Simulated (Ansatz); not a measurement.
**Li on Pd(111): change of the work function**

Wanted: Δφ(θ) for Li/Pd(111), starting from the fcc site.

Method: plane-wave DFT, PBE, Ansatz PAW, in Ansatz 0.2.0.

## Step 1: Starting point

The cell holds 4 atoms: 4 Pd. Cell: a = 2.751 Å, b = 2.751 Å, c = 24.738 Å, α = 90.0°, β = 90.0°, γ = 60.0°. Vacuum lies along c.

## Step 2: The clean slab

The bare slab comes first, as the zero from which every change is counted. The two lowest layers are held at bulk places and the upper ones relax. The dipole correction removes the false field that a one-sided slab makes across the periodic vacuum, so each face gets a flat vacuum level of its own.

Contents of input.yaml:

```yaml
crystal:
  lattice:
    - [2.7506453788, 0.0, 0.0]
    - [1.3753226894, 2.3821287749, 0.0]
    - [0.0, 0.0, 24.7376776414]
  atoms:
    - { symbol: Pd, position: [0.0, 0.0, 0.3638174986] }
    - { symbol: Pd, position: [0.3333333333, 0.3333333333, 0.4546058329] }
    - { symbol: Pd, position: [0.6666666667, 0.6666666667, 0.5453941671] }
    - { symbol: Pd, position: [0.0, 0.0, 0.6361825014] }
kpoints:
  mp_grid: { grid: [12, 12, 1] }
hamiltonian:
  xc: pbe
scf:
  occupations: { method: fermi_dirac, width: 0.1 }
  convergence: { dr2_threshold: 1.0e-08 }
efield:
  axis: 3
  dipole_correction: true
  ramp_position: 0.97
  ramp_width: 0.06
relax:
  f_tol: 0.02
  max_steps: 60
  constraints: [{ sites: [0, 1] }]
output:
  write_potential: true
  write_density: true
  volumetric_format: npy
```

Started as:

```bash
> ansatz run input.yaml --threads 4 --pin off --max-ram 6144MiB --backend cpu --events-out ev --progress --plain --runs-dir out
```

Numbers of over 12 decimals in the logs are rounded to 6 here.

The program printed:

```text
Engine: ansatz 0.2.0, aarch64-unknown-linux-gnu
Pseudopotentials: kind: paw
Pseudopotential: Pd, paw, valence charge 18, recommended cutoff 420 eV (normal), Pd.paw.azcp
Functional definition: PBE
  parameter kappa = 0.804
  parameter beta = 0.066725
  exchange = pbe_x(kappa = kappa, mu = beta*pi^2/3)
  correlation = pbe_c(beta = beta)
Crystal: 4 atoms, lattice volume = 162.091 Å³
Basis set: ecut = 420 eV, 3173 PW (Γ), exchange–correlation on 40×40×360 points (8 copies of the dense FFT grid, shifted against one another)
Bands: 44, of which v1, the nominal top of the filled ones, is band 36 counted from 1 (35 counted from 0)
Symmetry: 6 space group operations
k-points: 19 of 144 (time reversal used)
Non-local potential: Pd, projectors of the file, l = 0: 2, l = 1: 2, l = 2: 2, l = 3: 1
PAW form: soft (Blöchl's): semilocal exchange-correlation on the pseudo side does not see the compensation charge
PAW one-centre angular grid: Pd, 590 points (default); XC on 64 Gauss nodes
Initial density: superposition of atomic densities (neutral atoms: chi_scale 0, normalization atom), corrected by the library's trained network
Initial wavefunctions: pseudopotential atomic-orbital guess
Functional: x = pbe(κ = 0.804, μ = 0.219515), c = pbe(β = 0.066725)
SCF iter   1: F=—  HF=-27890.455168 eV  |F-HF|=—  |Δ(HF+E_count)|=         —  Δρ=1.07e-2  dr2=1.28e0  ethr=1.77e-3  p=0.000 e·Å  D=6.33e-14 V/Å  ΔV_dip=-0.00 eV  dr2_dipole=3.98e-8  V_vac-E_F(+/−)=4.91/4.91 eV  ⟨swp⟩=8.8  Hψ=3801  notcnv=0  defer=5
efield: sawtooth ramp at fractional position 0.9700 (set: `efield.ramp_position`, or a place that a band, a saddle search or an elastic batch's reference lends), width 0.0600; the density the first Hamiltonian is built on has a dipole p = 0.000 e·Å; the dipole correction subtracts the counter field D = 6.33e-14 V/Å, which shifts the + side's vacuum level by -0.00 eV against the − side's; the planar-averaged density in the ramp window peaks in size at 1.0e-5 e/Å³
preconditioner: auto → LDOS  [metal: Δε(μ)=0.013 eV  Ē_g=7.392 eV  σ=0.100 eV  W_gap=0.03  n_scr=18 (ndim 8)  ℏωp=18.4 eV  f_vac=0.591  D(μ)=8.60/eV (n_scr^D=102)  β→1.0]
SCF iter   2: F=—  HF=-27890.433596 eV  |F-HF|=—  |Δ(HF+E_count)|=   2.16e-2  Δρ=7.31e-3  dr2=1.75e-1  ethr=1.77e-3  p=0.000 e·Å  D=1.46e-6 V/Å  ΔV_dip=-0.00 eV  dr2_dipole=8.34e-8  V_vac-E_F(+/−)=5.24/5.24 eV  ⟨swp⟩=2.3  Hψ=1056  notcnv=0  defer=19
SCF iter   3: F=—  HF=-27890.425873 eV  |F-HF|=—  |Δ(HF+E_count)|=   7.72e-3  Δρ=2.98e-3  dr2=1.13e-1  ethr=2.44e-4  p=-0.000 e·Å  D=-3.12e-6 V/Å  ΔV_dip=0.00 eV  dr2_dipole=6.87e-8  V_vac-E_F(+/−)=5.17/5.17 eV  ⟨swp⟩=2.2  Hψ=1106  notcnv=0  defer=23
SCF iter   4: F=—  HF=-27890.422750 eV  |F-HF|=—  |Δ(HF+E_count)|=   3.12e-3  Δρ=6.69e-4  dr2=1.33e-3  ethr=1.57e-4  p=-0.000 e·Å  D=-9.11e-6 V/Å  ΔV_dip=0.00 eV  dr2_dipole=1.17e-8  V_vac-E_F(+/−)=5.25/5.25 eV  ⟨swp⟩=1.6  Hψ=832  notcnv=0  defer=23
SCF iter   5: F=—  HF=-27890.423193 eV  |F-HF|=—  |Δ(HF+E_count)|=   4.43e-4  Δρ=1.74e-4  dr2=5.12e-5  ethr=1.85e-6  p=-0.000 e·Å  D=-1.21e-6 V/Å  ΔV_dip=0.00 eV  dr2_dipole=2.43e-10  V_vac-E_F(+/−)=5.25/5.25 eV  ⟨swp⟩=2.1  Hψ=1258  notcnv=0  defer=23
SCF iter   6: F=—  HF=-27890.423233 eV  |F-HF|=—  |Δ(HF+E_count)|=   3.95e-5  Δρ=4.92e-5  dr2=8.06e-6  ethr=7.11e-8  p=-0.000 e·Å  D=-9.74e-7 V/Å  ΔV_dip=0.00 eV  dr2_dipole=6.60e-11  V_vac-E_F(+/−)=5.24/5.24 eV  ⟨swp⟩=2.5  Hψ=1397  notcnv=0  defer=23
SCF iter   7: F=—  HF=-27890.423234 eV  |F-HF|=—  |Δ(HF+E_count)|=   1.15e-6  Δρ=1.81e-5  dr2=4.03e-7  ethr=1.12e-8  p=-0.000 e·Å  D=-6.48e-7 V/Å  ΔV_dip=0.00 eV  dr2_dipole=1.00e-11  V_vac-E_F(+/−)=5.24/5.24 eV  ⟨swp⟩=3.2  Hψ=1510  notcnv=0  defer=20
SCF iter   8: F=—  HF=-27890.423235 eV  |F-HF|=—  |Δ(HF+E_count)|=   1.67e-6  Δρ=6.07e-6  dr2=5.44e-8  ethr=5.59e-10  p=-0.000 e·Å  D=-2.98e-7 V/Å  ΔV_dip=0.00 eV  dr2_dipole=2.98e-13  V_vac-E_F(+/−)=5.24/5.24 eV  ⟨swp⟩=2.6  Hψ=1458  notcnv=0  defer=20
SCF iter   9: F=-27890.423236 eV  HF=-27890.423236 eV  |F-HF|=1.10e-8  |Δ(HF+E_count)|=   2.61e-7  Δρ=1.39e-6  dr2=5.24e-9  ethr=1.39e-11  p=-0.000 e·Å  D=-1.17e-7 V/Å  ΔV_dip=0.00 eV  dr2_dipole=1.01e-13  V_vac-E_F(+/−)=5.24/5.24 eV  ⟨swp⟩=9.9  Hψ=5869  notcnv=0
SCF 1 converged in 9 iterations: F = -27890.423236 eV  dr2 = 5.24e-9
  greatest PAW one-centre occupation: 0.999 electrons in one spin orbital (limit 2), on the Pd atom at site 3 (counted from 0), in its partial waves of l = 0
relax step   1: F+E_penalty+E_count = -27890.42323570 eV  Δ(F+E_penalty+E_count) = +0.000e0 eV  max|allowed force component| = 3.166e-1 eV/Å  Δτ_max = 0.0000 Å  (9 SCF iters, accepted)
Initial density: handed on by an earlier stage of this run
Initial wavefunctions: those handed on with the density
iter 1 solved again at ethr=2.12e-4 eV; its pass at ethr=3.10e-3 eV (dr2=1.53e-1 eV) is discarded
SCF iter   1: F=—  HF=-27890.473008 eV  |F-HF|=—  |Δ(HF+E_count)|=         —  Δρ=1.03e-2  dr2=1.69e-1  ethr=2.12e-4  p=-0.000 e·Å  D=-1.13e-6 V/Å  ΔV_dip=0.00 eV  dr2_dipole=2.24e-3  V_vac-E_F(+/−)=5.27/5.27 eV  ⟨swp⟩=1.9  Hψ=3276  notcnv=0  defer=23
efield: sawtooth ramp at fractional position 0.9700 (set: `efield.ramp_position`, or a place that a band, a saddle search or an elastic batch's reference lends), width 0.0600; the density the first Hamiltonian is built on has a dipole p = -0.000 e·Å; the dipole correction subtracts the counter field D = -1.13e-6 V/Å, which shifts the + side's vacuum level by +0.00 eV against the − side's; the planar-averaged density in the ramp window peaks in size at 5.9e-6 e/Å³
preconditioner: auto → LDOS  [metal: Δε(μ)=0.027 eV  Ē_g=7.480 eV  σ=0.100 eV  W_gap=0.07  n_scr=18 (ndim 8)  ℏωp=18.4 eV  f_vac=0.586  D(μ)=8.63/eV (n_scr^D=102)  β→1.0]
SCF iter   2: F=—  HF=-27890.485252 eV  |F-HF|=—  |Δ(HF+E_count)|=   1.22e-2  Δρ=8.04e-3  dr2=2.31e-1  ethr=2.12e-4  p=0.009 e·Å  D=1.02e-2 V/Å  ΔV_dip=-0.25 eV  dr2_dipole=2.06e-2  V_vac-E_F(+/−)=5.00/5.25 eV  ⟨swp⟩=3.1  Hψ=1628  notcnv=0  defer=23
SCF iter   3: F=—  HF=-27890.436922 eV  |F-HF|=—  |Δ(HF+E_count)|=   4.83e-2  Δρ=1.43e-3  dr2=7.38e-3  ethr=2.12e-4  p=-0.000 e·Å  D=-2.15e-5 V/Å  ΔV_dip=0.00 eV  dr2_dipole=1.42e-3  V_vac-E_F(+/−)=5.26/5.25 eV  ⟨swp⟩=2.2  Hψ=1432  notcnv=0  defer=23
SCF iter   4: F=—  HF=-27890.436362 eV  |F-HF|=—  |Δ(HF+E_count)|=   5.60e-4  Δρ=7.26e-4  dr2=1.35e-3  ethr=1.03e-5  p=-0.000 e·Å  D=-2.56e-4 V/Å  ΔV_dip=0.01 eV  dr2_dipole=1.69e-4  V_vac-E_F(+/−)=5.26/5.25 eV  ⟨swp⟩=2.6  Hψ=1517  notcnv=0  defer=23
[...]
SCF iter   9: F=—  HF=-27890.436094 eV  |F-HF|=—  |Δ(HF+E_count)|=   1.66e-6  Δρ=6.83e-6  dr2=2.04e-7  ethr=3.69e-9  p=-0.001 e·Å  D=-1.18e-3 V/Å  ΔV_dip=0.03 eV  dr2_dipole=1.91e-9  V_vac-E_F(+/−)=5.28/5.25 eV  ⟨swp⟩=1.6  Hψ=936  notcnv=0  defer=23
SCF iter  10: F=—  HF=-27890.436094 eV  |F-HF|=—  |Δ(HF+E_count)|=   1.41e-7  Δρ=2.36e-6  dr2=2.45e-8  ethr=2.83e-10  p=-0.001 e·Å  D=-1.18e-3 V/Å  ΔV_dip=0.03 eV  dr2_dipole=5.00e-10  V_vac-E_F(+/−)=5.28/5.25 eV  ⟨swp⟩=1.9  Hψ=1008  notcnv=0  defer=23
SCF iter  11: F=-27890.436094 eV  HF=-27890.436094 eV  |F-HF|=3.60e-9  |Δ(HF+E_count)|=   2.10e-8  Δρ=9.21e-7  dr2=4.42e-9  ethr=1.39e-11  p=-0.001 e·Å  D=-1.17e-3 V/Å  ΔV_dip=0.03 eV  dr2_dipole=6.45e-12  V_vac-E_F(+/−)=5.28/5.25 eV  ⟨swp⟩=9.1  Hψ=5455  notcnv=0
SCF 2 converged in 11 iterations: F = -27890.436094 eV  dr2 = 4.42e-9
  greatest PAW one-centre occupation: 0.999 electrons in one spin orbital (limit 2), on the Pd atom at site 0 (counted from 0), in its partial waves of l = 0
relax step   2: F+E_penalty+E_count = -27890.43609399 eV  Δ(F+E_penalty+E_count) = -1.286e-2 eV  max|allowed force component| = 1.195e-1 eV/Å  Δτ_max = 0.1491 Å  (11 SCF iters, accepted)
SCF iter   1: F=—  HF=-27890.441862 eV  |F-HF|=—  |Δ(HF+E_count)|=         —  Δρ=3.46e-3  dr2=5.32e-2  ethr=1.86e-4  p=-0.001 e·Å  D=-1.17e-3 V/Å  ΔV_dip=0.03 eV  dr2_dipole=1.25e-2  V_vac-E_F(+/−)=5.27/5.24 eV  ⟨swp⟩=3.7  Hψ=1882  notcnv=0  defer=23
efield: sawtooth ramp at fractional position 0.9700 (set: `efield.ramp_position`, or a place that a band, a saddle search or an elastic batch's reference lends), width 0.0600; the density the first Hamiltonian is built on has a dipole p = -0.001 e·Å; the dipole correction subtracts the counter field D = -1.17e-3 V/Å, which shifts the + side's vacuum level by +0.03 eV against the − side's; the planar-averaged density in the ramp window peaks in size at 4.1e-6 e/Å³
preconditioner: auto → LDOS  [metal: Δε(μ)=0.005 eV  Ē_g=7.445 eV  σ=0.100 eV  W_gap=0.01  n_scr=18 (ndim 8)  ℏωp=18.4 eV  f_vac=0.586  D(μ)=8.75/eV (n_scr^D=102)  β→1.0]
SCF iter   2: F=—  HF=-27890.442574 eV  |F-HF|=—  |Δ(HF+E_count)|=   7.12e-4  Δρ=2.46e-3  dr2=2.49e-2  ethr=7.39e-5  p=-0.004 e·Å  D=-4.16e-3 V/Å  ΔV_dip=0.10 eV  dr2_dipole=3.71e-3  V_vac-E_F(+/−)=5.35/5.25 eV  ⟨swp⟩=2.0  Hψ=1476  notcnv=0  defer=23
SCF iter   3: F=—  HF=-27890.438246 eV  |F-HF|=—  |Δ(HF+E_count)|=   4.33e-3  Δρ=5.40e-4  dr2=2.62e-3  ethr=3.45e-5  p=-0.001 e·Å  D=-7.90e-4 V/Å  ΔV_dip=0.02 eV  dr2_dipole=6.99e-4  V_vac-E_F(+/−)=5.27/5.25 eV  ⟨swp⟩=2.0  Hψ=1237  notcnv=0  defer=23
SCF iter   4: F=—  HF=-27890.438154 eV  |F-HF|=—  |Δ(HF+E_count)|=   9.19e-5  Δρ=2.67e-4  dr2=2.39e-4  ethr=3.64e-6  p=-0.001 e·Å  D=-8.37e-4 V/Å  ΔV_dip=0.02 eV  dr2_dipole=2.30e-5  V_vac-E_F(+/−)=5.27/5.25 eV  ⟨swp⟩=2.1  Hψ=1201  notcnv=0  defer=23
SCF iter   5: F=—  HF=-27890.438115 eV  |F-HF|=—  |Δ(HF+E_count)|=   3.93e-5  Δρ=6.91e-5  dr2=2.80e-5  ethr=3.32e-7  p=-0.001 e·Å  D=-7.61e-4 V/Å  ΔV_dip=0.02 eV  dr2_dipole=4.25e-6  V_vac-E_F(+/−)=5.27/5.25 eV  ⟨swp⟩=2.0  Hψ=1164  notcnv=0  defer=23
SCF iter   6: F=—  HF=-27890.438114 eV  |F-HF|=—  |Δ(HF+E_count)|=   9.50e-7  Δρ=3.89e-5  dr2=5.54e-6  ethr=3.89e-8  p=-0.001 e·Å  D=-7.43e-4 V/Å  ΔV_dip=0.02 eV  dr2_dipole=8.65e-8  V_vac-E_F(+/−)=5.27/5.25 eV  ⟨swp⟩=2.1  Hψ=1071  notcnv=0  defer=23
SCF iter   7: F=—  HF=-27890.438111 eV  |F-HF|=—  |Δ(HF+E_count)|=   3.36e-6  Δρ=2.05e-5  dr2=2.14e-6  ethr=7.70e-9  p=-0.001 e·Å  D=-7.64e-4 V/Å  ΔV_dip=0.02 eV  dr2_dipole=1.72e-12  V_vac-E_F(+/−)=5.27/5.25 eV  ⟨swp⟩=1.5  Hψ=905  notcnv=0  defer=23
SCF iter   8: F=—  HF=-27890.438111 eV  |F-HF|=—  |Δ(HF+E_count)|=   1.22e-7  Δρ=8.82e-6  dr2=3.83e-7  ethr=2.97e-9  p=-0.001 e·Å  D=-7.82e-4 V/Å  ΔV_dip=0.02 eV  dr2_dipole=8.94e-11  V_vac-E_F(+/−)=5.27/5.25 eV  ⟨swp⟩=1.6  Hψ=876  notcnv=0  defer=23
SCF iter   9: F=—  HF=-27890.438111 eV  |F-HF|=—  |Δ(HF+E_count)|=   1.20e-7  Δρ=2.88e-6  dr2=3.25e-8  ethr=5.32e-10  p=-0.001 e·Å  D=-7.82e-4 V/Å  ΔV_dip=0.02 eV  dr2_dipole=1.32e-10  V_vac-E_F(+/−)=5.27/5.25 eV  ⟨swp⟩=1.4  Hψ=891  notcnv=0  defer=23
SCF iter  10: F=-27890.438111 eV  HF=-27890.438111 eV  |F-HF|=9.09e-9  |Δ(HF+E_count)|=   6.31e-8  Δρ=1.12e-6  dr2=4.80e-9  ethr=1.39e-11  p=-0.001 e·Å  D=-7.77e-4 V/Å  ΔV_dip=0.02 eV  dr2_dipole=2.32e-11  V_vac-E_F(+/−)=5.27/5.25 eV  ⟨swp⟩=9.2  Hψ=5451  notcnv=0
SCF 3 converged in 10 iterations: F = -27890.438111 eV  dr2 = 4.80e-9
relax step   3: F+E_penalty+E_count = -27890.43811104 eV  Δ(F+E_penalty+E_count) = -2.017e-3 eV  max|allowed force component| = 1.002e-2 eV/Å  Δτ_max = 0.0431 Å  (10 SCF iters, accepted)
NSCF: frozen V_eff on 19 k-points
the band table was solved once a step of the walk had ended and its energy, with any forces and stress, was formed, with the checks that follow a solve (4651 applications of the Hamiltonian). They found nothing against the state; the energy, forces and stress were not computed again (output.eigenvalues in the input reference)
WARN: The input density's exchange-correlation potential varies sharply where the density is thin. Do not read a vacuum level from v_tot or v_xc, or from such a field of the output density. On a cell that repeats whose density bears no net charge and no dipole along the vacuum's axis use v_es (v_loc + v_h of the components); under efield.dipole_correction with no amplitude use v_es + v_field, which holds any external [...]
SCF converged after 10 iterations
Free energy (F): -27890.438111 eV
Harris-Foulkes:  -27890.438111 eV  (|F-HF|=9.09e-9)
Internal energy: -27890.160758 eV  (E = F + TS)
E sigma→0 (E₀):  -27890.299434 eV
Entropy (-TS):   -0.277353 eV (-69.338 meV/atom)
Fermi energy:    3.865219 eV
Dipole field:    D = -0.000784 V/Å  (p = -0.000703 e·Å, saw-weighted, corrected)
Work function:   Φ+ = 5.2682 eV   Φ− = 5.2488 eV
Levels:          The Fermi level and band energies are counted from a zero that moves with the ramp; work functions are not
--- Per-component energies (eV) ---
  E_band       = -1676.700701
  E_kinetic    = 2053.458324
  E_local      = -127765.328557  (includes V_loc(G=0)·N_el)
  E_nonlocal   = 869.748791
  E_hartree    = 62664.014762
  E_xc         = -672.789627
  E_vxc        = -843.766960  (∫ρ·V_xc dr)
  E_paw        = -15001.631602  (= ΣΔE_a)
  E_vpaw       = -1318.850886  (= ΣTr[D̂ρ^β])
  E_aug_tail   = 0.000881  (compensation charges beyond the density's cutoff)
  E_efield     = 0.000000  (sawtooth field / dipole correction)
  E_vefield    = 0.002175  (∫n·V_field dr)
  E_ewald      = 49962.366270
  E_smearing   = -0.277353  (= −TS)
  E_closure    = -0.000000  (closes the sum)
  Σ components = -27890.438111   (vs F -27890.438111, Δ=0.00e0)
--- Forces (eV/Å), atoms counted from 1 ---
  atom   1  Pd     0.00000000    -0.00000000    -0.31322260
  atom   2  Pd    -0.00000000    -0.00000000     0.30972277
  atom   3  Pd     0.00000000     0.00000000    -0.00649868
  atom   4  Pd     0.00000000     0.00000000     0.01001665
  max |Σ_I F_I| component: 1.81e-5 eV/Å
--- Band table (eV; the first three rows and the last of 19) ---
  k-point 0: bands = [... 32 lower, 2.6989, 2.9476, 2.9476, 3.4679, 3.4679, 3.7710, 3.7710, 4.2819, ... 4 higher]
  k-point 1: bands = [... 32 lower, 2.6192, 2.9508, 2.9602, 3.1225, 3.4642, 3.5262, 3.7785, 4.8762, ... 4 higher]
  k-point 2: bands = [... 32 lower, 2.5130, 2.5291, 2.9094, 2.9320, 3.4494, 3.7948, 4.0102, 5.8227, ... 4 higher]
  k-point 18: bands = [... 32 lower, 3.3435, 3.5770, 3.6104, 3.6222, 10.1875, 10.3728, 10.3815, 11.0947, ... 4 higher]
--- Relaxed structure (3 steps of the walk, 3 accepted, 0 SCFs on fresh bases) ---
  F+E_penalty+E_count = -27890.43811104 eV   max|allowed force component| = 1.002e-2 eV/Å
  atoms:
    - { symbol: Pd, position: [0.0, 0.0, 0.3638174986] }
    - { symbol: Pd, position: [0.333333, 0.333333, 0.454606] }
    - { symbol: Pd, position: [0.666667, 0.666667, 0.547339] }
    - { symbol: Pd, position: [0, 0, 0.640465] }
```

It took 11 s on 4 threads of Arm Neoverse V1, shared host; peak memory 0.49 GiB; 42 s of CPU time.

Relaxation path:

```csv
step,energy less that of the first step (eV),largest force component (eV/Å)
1,0.0000,0.3166
2,-0.0129,0.1195
3,-0.0149,0.0100
```

The run keeps the 6 symmetry operations that it works with, so distortions that break them were not tested.

The atoms that moved most (Å):

```
atom     dx     dy     dz  length
 Pd4  0.000  0.000  0.106   0.106
 Pd3  0.000  0.000  0.048   0.048
```

Final coordinates:

```cif
data_structure
_symmetry_space_group_name_H-M 'P 1'
_symmetry_Int_Tables_number 1
_cell_length_a 2.7506
_cell_length_b 2.7506
_cell_length_c 24.7377
_cell_angle_alpha 90.000
_cell_angle_beta 90.000
_cell_angle_gamma 60.000
_cell_volume 162.09
loop_
_atom_site_label
_atom_site_type_symbol
_atom_site_fract_x
_atom_site_fract_y
_atom_site_fract_z
_atom_site_occupancy
Pd1 Pd 0.00000 0.00000 0.36382 1
Pd2 Pd 0.33333 0.33333 0.45461 1
Pd3 Pd 0.66667 0.66667 0.54734 1
Pd4 Pd 0.00000 0.00000 0.64047 1
```

Numbers from this step:

```yaml
energy_at_zero_smearing: -27890.2994 eV
work_function_upper_face: 5.268 eV
dipole_along_the_normal: -7.03e-4 e·Å
```

Running mean over 2.246 Å of the planar mean; the ramp of the sawtooth is left out. The electron's electrostatic potential energy less the Fermi level by z:

| z (Å) | electron's electrostatic potential energy less the Fermi level (eV) |
| --- | --- |
| 3.5 | 5.25 |
| 4.0 | 5.25 |
| 4.5 | 5.25 |
| 5.0 | 5.25 |
| 5.5 | 5.23 |
| 6.0 | 5.19 |
| 6.5 | 5.04 |
| 7.0 | 4.40 |
| 7.5 | 1.79 |
| 8.0 | -3.11 |
| 8.5 | -7.03 |
| 9.0 | -8.25 |
| 9.5 | -8.43 |
| 10.0 | -8.48 |
| 10.5 | -8.52 |
| 11.0 | -8.56 |
| 11.5 | -8.51 |
| 12.0 | -8.24 |
| 12.5 | -8.12 |
| 13.0 | -8.35 |
| 13.5 | -8.50 |
| 14.0 | -8.28 |
| 14.5 | -7.92 |
| 15.0 | -7.94 |
| 15.5 | -8.20 |
| 16.0 | -8.01 |
| 16.5 | -6.08 |
| 17.0 | -1.45 |
| 17.5 | 2.94 |
| 18.0 | 4.73 |
| 18.5 | 5.13 |
| 19.0 | 5.23 |
| 19.5 | 5.26 |
| 20.0 | 5.27 |
| 20.5 | 5.27 |
| 21.0 | 5.27 |
| 21.5 | 5.27 |

The relaxation took 3 steps and lowered the energy by 0.015 eV; the largest force on the free atoms ends at 0.010 eV/Å.

The work function of the upper face is 5.27 eV.

[end of part 1 of 3]

[Logs are printed without paths, hosts, clocks, repeated set-up lines and the standing remarks that a program may print on its own settings, such as how far it seeks lower states.]

[Hosts, paths, dates, database ids (printed as entryN), source tags and the programs' standing remarks are cut or masked in the printed files.]

[Maps of the electrostatic potential energy from Ansatz leave out the sawtooth potential of an applied field or a dipole correction, so their vacuum need not be flat; planar profiles and work functions include it.]
